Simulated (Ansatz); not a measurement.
# Lattice dynamics of AlOs (Pm-3m)

How does AlOs (Pm-3m) vibrate, and is this structure a minimum?

Program: Ansatz 0.2.0. Level of theory: DFT PBEsol, scalar-relativistic, plane waves, PAW. Results are calculated unless marked as measured.

## 1. Set-up

The structure is cubic, space group Pm-3m (No. 221). Conventional cell: a = 2.998 Å, b = 2.998 Å, c = 2.998 Å, α = 90.00°, β = 90.00°, γ = 90.00°. Nearest to Al lie 8 Os at 2.60 Å. Nearest to Os lie 8 Al at 2.60 Å. Farther neighbours are not listed.

## 2. Bringing the structure to rest

The cell and atoms are relaxed, since residual forces and stress would shift the frequencies.

File input.yaml:

```yaml
crystal:
  lattice:
    - [2.99791198, 0.0, 0.0]
    - [0.0, 2.99791198, 0.0]
    - [0.0, 0.0, 2.99791198]
  atoms:
    - { symbol: Al, position: [0.0, 0.0, 0.0] }
    - { symbol: Os, position: [0.5, 0.5, 0.5] }
kpoints:
  mp_grid: { grid: [12, 12, 12] }
hamiltonian:
  xc: pbesol
scf:
  occupations: { method: gaussian, width: 0.1 }
output:
  forces: true
  stress: true
  eigenvalues: true
  write_density: true
  write_potential: true
  elf: true
  volumetric_format: npy
relax:
  adjacent_minimum: "off"
  f_tol: 0.005
  max_steps: 80
  cell: { stress_tol: 0.05 }
```

Started as:

```
ansatz run input.yaml --threads 4 --pin off --max-ram 7168MiB --backend cpu --events-out ev --progress --plain --runs-dir out
```

Numbers of over 12 decimals in the logs are rounded to 6 here.

The log of the run:

```text
Engine: ansatz 0.2.0, aarch64-unknown-linux-gnu
Pseudopotentials: kind: paw
Pseudopotential: Al, paw, valence charge 3, recommended cutoff 420 eV (normal), Al.paw.azcp
Pseudopotential: Os, paw, valence charge 16, recommended cutoff 420 eV (normal), Os.paw.azcp
Functional definition: PBEsol
  exchange = pbesol_x
  correlation = pbesol_c
Crystal: 2 atoms, lattice volume = 26.944 Å³
Basis set: ecut = 420 eV, 515 PW (Γ), exchange–correlation on 48×48×48 points (8 copies of the dense FFT grid, shifted against one another)
Bands: 14, of which v1, the nominal top of the filled ones, is band 10 counted from 1 (9 counted from 0)
Symmetry: 48 space group operations
Space group: Pm-3m (ITA 221), of the structure as read, at distance tolerance 3.0e-5 Å
k-points: 84 of 1728
Non-local potential: Al, projectors of the file, l = 0: 2, l = 1: 2, l = 2: 1
Non-local potential: Os, projectors of the file, l = 0: 3, l = 1: 2, l = 2: 2, l = 3: 1
PAW form: soft (Blöchl's): semilocal exchange-correlation on the pseudo side does not see the compensation charge
PAW frozen core: Al, regenerated for the run's functional, and the local potential with it (the file was generated under x = pbe(κ = 0.804, μ = 0.219515), c = pbe(β = 0.066725))
PAW frozen core: Os, regenerated for the run's functional, and the local potential with it (the file was generated under x = pbe(κ = 0.804, μ = 0.219515), c = pbe(β = 0.066725))
PAW one-centre angular grid: Al, 110 points (default); XC on 64 Gauss nodes
PAW one-centre angular grid: Os, 590 points (default); XC on 64 Gauss nodes
Initial density: superposition of atomic densities (neutral atoms: chi_scale 0, normalization atom), corrected by the library's trained network
Initial wavefunctions: pseudopotential atomic-orbital guess
Functional: x = pbesol(κ = 0.804, μ = 0.123457), c = pbesol(β = 0.046)
SCF iter   1: F=—  HF=-11776.329214 eV  |F-HF|=—  |Δ(HF+E_count)|=         —  Δρ=5.73e-3  dr2=5.68e-3  ethr=1.77e-3  ⟨swp⟩=4.3  Hψ=5578  notcnv=0
preconditioner: auto → none  [metal: Δε(μ)=0.026 eV  Ē_g=9.349 eV  σ=0.100 eV  W_gap=0.15  n_scr=6 (ndim 8)  ℏωp=23.7 eV  f_vac=0.000  D(μ)=1.25/eV (n_scr^D=6)  sad-step TF]
SCF iter   2: F=—  HF=-11776.328664 eV  |F-HF|=—  |Δ(HF+E_count)|=   5.51e-4  Δρ=3.33e-3  dr2=2.28e-3  ethr=2.99e-5  ⟨swp⟩=1.0  Hψ=1848  notcnv=0
SCF iter   3: F=—  HF=-11776.328121 eV  |F-HF|=—  |Δ(HF+E_count)|=   5.43e-4  Δρ=2.50e-4  dr2=4.20e-6  ethr=1.20e-5  ⟨swp⟩=2.1  Hψ=1438  notcnv=0
SCF iter   4: F=—  HF=-11776.328103 eV  |F-HF|=—  |Δ(HF+E_count)|=   1.81e-5  Δρ=1.97e-5  dr2=7.61e-8  ethr=2.21e-8  ⟨swp⟩=2.3  Hψ=1624  notcnv=0
iter 5 did not close the SCF: its close was put off for the readings that it lacked (scf_convergence_deferred on its scf_iter line)
SCF iter   5: F=-11776.328103 eV  HF=-11776.328103 eV  |F-HF|=1.16e-9  |Δ(HF+E_count)|=  3.22e-10  Δρ=2.28e-6  dr2=1.35e-9  ethr=4.00e-10  ⟨swp⟩=2.3  Hψ=1592  notcnv=0
SCF iter   6: F=-11776.328103 eV  HF=-11776.328103 eV  |F-HF|=0.00e0  |Δ(HF+E_count)|=  3.71e-10  Δρ=2.17e-7  dr2=8.62e-12  ethr=7.09e-12  ⟨swp⟩=4.8  Hψ=5763  notcnv=0
SCF 1 converged in 6 iterations: F = -11776.328103 eV  dr2 = 8.62e-12
  greatest PAW one-centre occupation: 1.000 electrons in one spin orbital (limit 2), on the Os atom at site 1 (counted from 0), in its partial waves of l = 0
relax step   1: F+E_penalty+E_count = -11776.32810272 eV  Δ(F+E_penalty+E_count) = +0.000e0 eV  max|allowed force component| = 4.360e-29 eV/Å  Δτ_max = 0.0000 Å  P = -1.356 GPa  Ω = 26.944 Å³  (6 SCF iters, accepted)
Crystal: 2 atoms, lattice volume = 26.722 Å³
Basis set: ecut = 420 eV, 485 PW (Γ), exchange–correlation on 48×48×48 points (8 copies of the dense FFT grid, shifted against one another)
Initial density: handed on by an earlier stage of this run
Initial wavefunctions: those handed on with the density
iter 1 solved again at ethr=2.16e-7 eV; its pass at ethr=3.10e-3 eV (dr2=4.10e-5 eV) is discarded
SCF iter   1: F=—  HF=-11776.328688 eV  |F-HF|=—  |Δ(HF+E_count)|=         —  Δρ=4.20e-4  dr2=4.13e-5  ethr=2.16e-7  ⟨swp⟩=2.0  Hψ=6970  notcnv=0
preconditioner: auto → none  [metal: Δε(μ)=0.019 eV  Ē_g=9.416 eV  σ=0.100 eV  W_gap=0.11  n_scr=6 (ndim 8)  ℏωp=23.8 eV  f_vac=0.000  D(μ)=1.28/eV (n_scr^D=6)]
SCF iter   2: F=—  HF=-11776.328651 eV  |F-HF|=—  |Δ(HF+E_count)|=   3.67e-5  Δρ=1.79e-4  dr2=5.33e-6  ethr=2.16e-7  ⟨swp⟩=2.0  Hψ=1507  notcnv=0
iter 3 did not close the SCF: its close was put off for the readings that it lacked (scf_convergence_deferred on its scf_iter line)
SCF iter   3: F=-11776.328647 eV  HF=-11776.328647 eV  |F-HF|=7.66e-8  |Δ(HF+E_count)|=   4.11e-6  Δρ=1.91e-5  dr2=8.56e-8  ethr=2.80e-8  ⟨swp⟩=2.1  Hψ=1477  notcnv=0
iter 4 did not close the SCF: its close was put off for the readings that it lacked (scf_convergence_deferred on its scf_iter line)
SCF iter   4: F=-11776.328647 eV  HF=-11776.328647 eV  |F-HF|=2.91e-11  |Δ(HF+E_count)|=   3.25e-8  Δρ=2.16e-6  dr2=3.47e-10  ethr=4.51e-10  ⟨swp⟩=2.3  Hψ=1639  notcnv=0
iter 5 did not close the SCF: its close was put off for the readings that it lacked (scf_convergence_deferred on its scf_iter line)
SCF iter   5: F=-11776.328647 eV  HF=-11776.328647 eV  |F-HF|=3.64e-12  |Δ(HF+E_count)|=  1.46e-11  Δρ=1.08e-7  dr2=2.27e-12  ethr=1.83e-12  ⟨swp⟩=2.5  Hψ=1972  notcnv=0
SCF iter   6: F=-11776.328647 eV  HF=-11776.328647 eV  |F-HF|=1.82e-12  |Δ(HF+E_count)|=  5.46e-12  Δρ=1.85e-8  dr2=5.96e-14  ethr=1.00e-12  ⟨swp⟩=3.1  Hψ=4008  notcnv=0
SCF 2 converged in 6 iterations: F = -11776.328647 eV  dr2 = 5.96e-14
relax step   2: F+E_penalty+E_count = -11776.32864684 eV  Δ(F+E_penalty+E_count) = -5.441e-4 eV  max|allowed force component| = 4.470e-30 eV/Å  Δτ_max = 0.0000 Å  P = +0.709 GPa  Ω = 26.722 Å³  energy of the carried Pulay correction = +8.609e-5 eV  (6 SCF iters, dr2 threshold 2.00e-7 eV, accepted)
Crystal: 2 atoms, lattice volume = 26.798 Å³
iter 1 solved again at ethr=2.32e-8 eV; its pass at ethr=3.10e-3 eV (dr2=4.40e-6 eV) is discarded
SCF iter   1: F=—  HF=-11776.328803 eV  |F-HF|=—  |Δ(HF+E_count)|=         —  Δρ=1.43e-4  dr2=4.80e-6  ethr=2.32e-8  ⟨swp⟩=2.0  Hψ=6939  notcnv=0
preconditioner: auto → none  [metal: Δε(μ)=0.019 eV  Ē_g=9.392 eV  σ=0.100 eV  W_gap=0.11  n_scr=6 (ndim 8)  ℏωp=23.8 eV  f_vac=0.000  D(μ)=1.29/eV (n_scr^D=6)]
SCF iter   2: F=—  HF=-11776.328783 eV  |F-HF|=—  |Δ(HF+E_count)|=   2.03e-5  Δρ=6.14e-5  dr2=6.34e-7  ethr=2.32e-8  ⟨swp⟩=2.0  Hψ=1508  notcnv=0
iter 3 did not close the SCF: its close was put off for the readings that it lacked (scf_convergence_deferred on its scf_iter line)
SCF iter   3: F=-11776.328783 eV  HF=-11776.328783 eV  |F-HF|=8.49e-9  |Δ(HF+E_count)|=   4.86e-7  Δρ=6.38e-6  dr2=9.52e-9  ethr=3.34e-9  ⟨swp⟩=2.1  Hψ=1480  notcnv=0
iter 4 did not close the SCF: its close was put off for the readings that it lacked (scf_convergence_deferred on its scf_iter line)
SCF iter   4: F=-11776.328783 eV  HF=-11776.328783 eV  |F-HF|=7.28e-12  |Δ(HF+E_count)|=   3.61e-9  Δρ=7.41e-7  dr2=4.47e-11  ethr=5.01e-11  ⟨swp⟩=2.3  Hψ=1643  notcnv=0
iter 5 did not close the SCF: its close was put off for the readings that it lacked (scf_convergence_deferred on its scf_iter line)
SCF iter   5: F=-11776.328783 eV  HF=-11776.328783 eV  |F-HF|=5.46e-12  |Δ(HF+E_count)|=  5.46e-12  Δρ=3.64e-8  dr2=3.08e-13  ethr=1.00e-12  ⟨swp⟩=1.0  Hψ=1185  notcnv=0
SCF iter   6: F=-11776.328783 eV  HF=-11776.328783 eV  |F-HF|=1.82e-12  |Δ(HF+E_count)|=  3.64e-12  Δρ=7.32e-9  dr2=7.64e-15  ethr=1.00e-12  ⟨swp⟩=3.0  Hψ=3884  notcnv=0
SCF 3 converged in 6 iterations: F = -11776.328783 eV  dr2 = 7.64e-15
relax step   3: F+E_penalty+E_count = -11776.32878257 eV  Δ(F+E_penalty+E_count) = -1.357e-4 eV  max|allowed force component| = 2.687e-30 eV/Å  Δτ_max = 0.0000 Å  P = -0.007 GPa  Ω = 26.798 Å³  energy of the carried Pulay correction = +5.662e-5 eV  (6 SCF iters, dr2 threshold 2.00e-7 eV, accepted)
Initial wavefunctions: pseudopotential atomic-orbital guess (no wavefunctions were taken with the density)
iter 1 solved again at ethr=3.38e-9 eV; its pass at ethr=3.10e-3 eV (dr2=6.43e-7 eV) is discarded
SCF iter   1: F=—  HF=-11776.328739 eV  |F-HF|=—  |Δ(HF+E_count)|=         —  Δρ=1.15e-5  dr2=4.95e-9  ethr=3.38e-9  ⟨swp⟩=3.1  Hψ=9152  notcnv=0
SCF iter   2: F=—  HF=-11776.328721 eV  |F-HF|=—  |Δ(HF+E_count)|=   1.81e-5  Δρ=5.49e-6  dr2=1.02e-9  ethr=2.60e-11  ⟨swp⟩=2.2  Hψ=1810  notcnv=0
iter 3 did not close the SCF: its close was put off for the readings that it lacked (scf_convergence_deferred on its scf_iter line)
SCF iter   3: F=-11776.328721 eV  HF=-11776.328721 eV  |F-HF|=7.28e-12  |Δ(HF+E_count)|=  2.00e-10  Δρ=3.36e-7  dr2=4.01e-12  ethr=5.35e-12  ⟨swp⟩=2.8  Hψ=1640  notcnv=0
iter 4 did not close the SCF: its close was put off for the readings that it lacked (scf_convergence_deferred on its scf_iter line)
SCF iter   4: F=-11776.328721 eV  HF=-11776.328721 eV  |F-HF|=5.46e-12  |Δ(HF+E_count)|=    0.00e0  Δρ=6.06e-8  dr2=2.39e-13  ethr=1.00e-12  ⟨swp⟩=1.0  Hψ=1176  notcnv=0
iter 5 did not close the SCF: its close was put off for the readings that it lacked (scf_convergence_deferred on its scf_iter line)
SCF iter   5: F=-11776.328721 eV  HF=-11776.328721 eV  |F-HF|=0.00e0  |Δ(HF+E_count)|=  5.46e-12  Δρ=6.74e-9  dr2=9.79e-15  ethr=1.00e-12  ⟨swp⟩=1.0  Hψ=1176  notcnv=0
iter 6 did not close the SCF: its close was put off for the readings that it lacked (scf_convergence_deferred on its scf_iter line)
SCF iter   6: F=-11776.328721 eV  HF=-11776.328721 eV  |F-HF|=3.64e-12  |Δ(HF+E_count)|=  1.82e-12  Δρ=8.64e-10  dr2=1.28e-16  ethr=1.00e-12  ⟨swp⟩=1.0  Hψ=1176  notcnv=0
SCF iter   7: F=-11776.328721 eV  HF=-11776.328721 eV  |F-HF|=3.64e-12  |Δ(HF+E_count)|=  3.64e-12  Δρ=1.04e-10  dr2=1.84e-18  ethr=1.00e-12  ⟨swp⟩=1.2  Hψ=2811  notcnv=0
SCF 4 converged in 7 iterations: F = -11776.328721 eV  dr2 = 1.84e-18
relax step   4: F+E_penalty+E_count = -11776.32872120 eV  Δ(F+E_penalty+E_count) = +6.137e-5 eV  max|allowed force component| = 8.932e-30 eV/Å  Δτ_max = 0.0000 Å  P = -0.007 GPa  Ω = 26.798 Å³  stress off target by 6.84e-3 GPa  SCF on the basis re-selected at this cell (its energy is not comparable with the rows above)  (7 SCF iters)
basis re-selected at this cell: Δ(F+E_penalty+E_count) = +6.137e-5 eV, ΔP = -0.000 GPa vs the last step (what re-selecting the basis moved, of the pressure what is left beyond the Pulay correction that the steps carried, after the strain that the cell walked since its last selection, with what the two solves' SCF thresholds leave and, on support functions, any second-order correction that the steps lacked; it is no m [...]
SCF converged after 7 iterations
Free energy (F): -11776.328721 eV
Harris-Foulkes:  -11776.328721 eV  (|F-HF|=3.64e-12)
Internal energy: -11776.322287 eV  (E = F + TS)
E sigma→0 (E₀):  -11776.325504 eV
Entropy (-TS):   -0.006434 eV (-3.217 meV/atom)
Fermi energy:    17.585591 eV
--- Per-component energies (eV) ---
  E_band       = -141.438538
  E_kinetic    = 592.232815
  E_local      = -1275.027314  (includes V_loc(G=0)·N_el)
  E_nonlocal   = 11.534033
  E_hartree    = 531.151007
  E_xc         = -306.803353
  E_vxc        = -315.707577  (∫ρ·V_xc dr)
  E_paw        = -9335.447121  (= ΣΔE_a)
  E_vpaw       = -216.772429  (= ΣTr[D̂ρ^β])
  E_aug_tail   = -0.000080  (compensation charges beyond the density's cutoff)
  E_ewald      = -1994.229346
  E_core_change = 0.267072  (= ΣΔE_core)
  E_smearing   = -0.006434  (= −TS)
  E_closure    = 0.000000  (closes the sum)
  Σ components = -11776.328721   (vs F -11776.328721, Δ=0.00e0)
--- Forces (eV/Å), atoms counted from 1 ---
  atom   1  Al    -0.00000000     0.00000000    -0.00000000
  atom   2  Os     0.00000000     0.00000000     0.00000000
  max |Σ_I F_I| component: 1.79e-29 eV/Å
--- Stress (GPa, compression-positive) ---
       -0.006841      -0.000000       0.000000
       -0.000000      -0.006841      -0.000000
        0.000000      -0.000000      -0.006841
  P = ⅓ Tr σ = -0.0068 GPa (-0.068 kbar)
--- Band table (eV; the first three rows and the last of 84) ---
  k-point 0: bands = [... 6 lower, 13.3534, 18.0043, 18.0043, 18.0043, 23.1569, 23.1569, 23.1569, 29.0912]
  k-point 1: bands = [... 6 lower, 13.4096, 17.7723, 17.7723, 18.0263, 22.5583, 23.4826, 23.4826, 28.6295]
  k-point 2: bands = [... 6 lower, 13.5535, 17.2374, 17.2374, 18.0872, 21.3896, 24.2961, 24.2961, 27.5763]
  k-point 83: bands = [... 6 lower, 12.3037, 19.7812, 19.9132, 19.9132, 21.0883, 21.0883, 21.0883, 26.2699]
--- Relaxed structure (3 steps of the walk, 3 accepted, 1 SCFs on fresh bases) ---
  F+E_penalty+E_count = -11776.32872120 eV   max|allowed force component| = 8.932e-30 eV/Å   (the final SCF, on the basis selected at the relaxed cell)
  cell:  # Å, volume = 26.7978 Å³
    - [2.992492, 0, 0]
    - [0, 2.992492, 0.0]
    - [0, 0.0, 2.992492]
  atoms:
    - { symbol: Al, position: [0, 0, 0] }
    - { symbol: Os, position: [0.5, 0.5, 0.5] }
```

Run time: 2.2 s. Hardware: 4 threads of Arm Neoverse V2, shared host; peak memory 0.33 GiB; 7.2 s of CPU time.

Relaxation path:

```tsv
step	energy less that of the first step (eV)	largest force component (eV/Å)	pressure (GPa)	volume (Å³)
1	0.0000	0.0000	-1.36	26.94
2	-0.0005	0.0000	0.71	26.72
3	-0.0007	0.0000	-0.01	26.80
4*	-0.0006	0.0000	-0.01	26.80
```

Relaxation steps marked * repeat the geometry before them on a plane-wave basis chosen anew for their cell, so energy and pressure can jump there.

Forces are held to the 48 operations that the run works with; a distortion that breaks them can't arise in this run.

```tsv
conventional cell, symmetrised	before	after	change
a (Å)	2.998	2.992	-0.2 %
b (Å)	2.998	2.992	-0.2 %
c (Å)	2.998	2.992	-0.2 %
volume (Å³/atom)	13.47	13.40	-0.5 %
```

The relaxed structure:

```cif
data_structure
_symmetry_space_group_name_H-M 'P 1'
_symmetry_Int_Tables_number 1
_cell_length_a 2.9925
_cell_length_b 2.9925
_cell_length_c 2.9925
_cell_angle_alpha 90.000
_cell_angle_beta 90.000
_cell_angle_gamma 90.000
_cell_volume 26.80
loop_
_atom_site_label
_atom_site_type_symbol
_atom_site_fract_x
_atom_site_fract_y
_atom_site_fract_z
_atom_site_occupancy
Al1 Al 0.00000 0.00000 0.00000 1
Os2 Os 0.50000 0.50000 0.50000 1
```

Numbers from this step:

```yaml
pressure: -0.006841 GPa
volume_per_atom: 13.40 Å³
gap_on_the_k_mesh: 0 eV
```

Electrostatic potential energy in the ac plane at fractional y = 0.000, with atoms of Al within 0.2 Å of it. With pseudopotentials it is smooth inside the atoms' cores, unlike the true potential.

Ten even steps from '_' (0 eV) to '@' (19 eV):
```
##**--__..**%%@@@@%%**..__--**
==--____--##@@@@@@@@##--____--
______::++%%@@@@@@@@%%++::____
....--++##@@@@@@@@@@@@##++--..
++**##%%@@@@@@@@@@@@@@@@%%##**
%%%%@@@@@@@@@@@@@@@@@@@@@@@@%%
@@@@@@@@@@@@@@@@@@@@@@@@@@@@@@
@@@@@@@@@@@@@@@@@@@@@@@@@@@@@@
%%%%@@@@@@@@@@@@@@@@@@@@@@@@%%
++**##%%@@@@@@@@@@@@@@@@%%##**
....--++##@@@@@@@@@@@@##++--..
______::++%%@@@@@@@@%%++::____
==--____--##@@@@@@@@##--____--
##**--__..**%%@@@@%%**..__--**
####==__..++%%@@@@%%++..__==##
```
Columns run along a (3.0 Å; values clipped at the 3rd and 97th percentile), rows up along c (3.0 Å). Atoms in or near the plane, at fractional coordinates: Al at (0.00, 0.00).

ELF in the ac plane at fractional y = 0.000, with atoms of Al within 0.2 Å of it. It is the smooth field of the valence electrons, not physical close to the nuclei.

Ten even steps from '0' (0.01) to '9' (0.50):
```
100157766775100
000478877887400
014799877899741
457999888899975
678999888899987
778888888888887
667788888888776
667788888888776
778888888888887
678999888899987
457999888899975
014799877899741
000478877887400
100157766775100
110046766764001
```
Columns run along a (3.0 Å), rows up along c (3.0 Å). Atoms in or near the plane, at fractional coordinates: Al at (0.00, 0.00).

Valence density in the ac plane at fractional y = 0.000, with atoms of Al within 0.2 Å of it. It is the smooth field of the valence electrons, not physical close to the nuclei.

Values in e/Å³, 15 rows by 15 columns:
```
0.06 0.07 0.09 0.14 0.21 0.23 0.22 0.21 0.21 0.22 0.23 0.21 0.14 0.09 0.07
0.07 0.09 0.12 0.19 0.24 0.25 0.24 0.23 0.23 0.24 0.25 0.24 0.19 0.12 0.09
0.13 0.14 0.19 0.24 0.26 0.26 0.26 0.25 0.25 0.26 0.26 0.26 0.24 0.19 0.14
0.20 0.21 0.24 0.26 0.28 0.28 0.28 0.27 0.27 0.28 0.28 0.28 0.26 0.24 0.21
0.22 0.23 0.25 0.26 0.28 0.29 0.30 0.30 0.30 0.30 0.29 0.28 0.26 0.25 0.23
0.22 0.22 0.24 0.26 0.28 0.30 0.31 0.32 0.32 0.31 0.30 0.28 0.26 0.24 0.22
0.21 0.21 0.23 0.25 0.27 0.30 0.32 0.33 0.33 0.32 0.30 0.27 0.25 0.23 0.21
0.21 0.21 0.23 0.25 0.27 0.30 0.32 0.33 0.33 0.32 0.30 0.27 0.25 0.23 0.21
0.22 0.22 0.24 0.26 0.28 0.30 0.31 0.32 0.32 0.31 0.30 0.28 0.26 0.24 0.22
0.22 0.23 0.25 0.26 0.28 0.29 0.30 0.30 0.30 0.30 0.29 0.28 0.26 0.25 0.23
0.20 0.21 0.24 0.26 0.28 0.28 0.28 0.27 0.27 0.28 0.28 0.28 0.26 0.24 0.21
0.13 0.14 0.19 0.24 0.26 0.26 0.26 0.25 0.25 0.26 0.26 0.26 0.24 0.19 0.14
0.07 0.09 0.12 0.19 0.24 0.25 0.24 0.23 0.23 0.24 0.25 0.24 0.19 0.12 0.09
0.06 0.07 0.09 0.14 0.21 0.23 0.22 0.21 0.21 0.22 0.23 0.21 0.14 0.09 0.07
0.06 0.06 0.07 0.13 0.20 0.22 0.22 0.21 0.21 0.22 0.22 0.20 0.13 0.07 0.06
```
Columns run along a (3.0 Å), rows up along c (3.0 Å). Atoms in or near the plane, at fractional coordinates: Al at (0.00, 0.00).

In this step the volume went from 13.47 to 13.40 Å³/atom.

[end of part 1 of 3]

[Logs are printed without paths, hosts, clocks, repeated set-up lines and the standing remarks that a program may print on its own settings, such as how far it seeks lower states.]

[Hosts, paths, dates, database ids (printed as entryN), source tags and the programs' standing remarks are cut or masked in the printed files.]
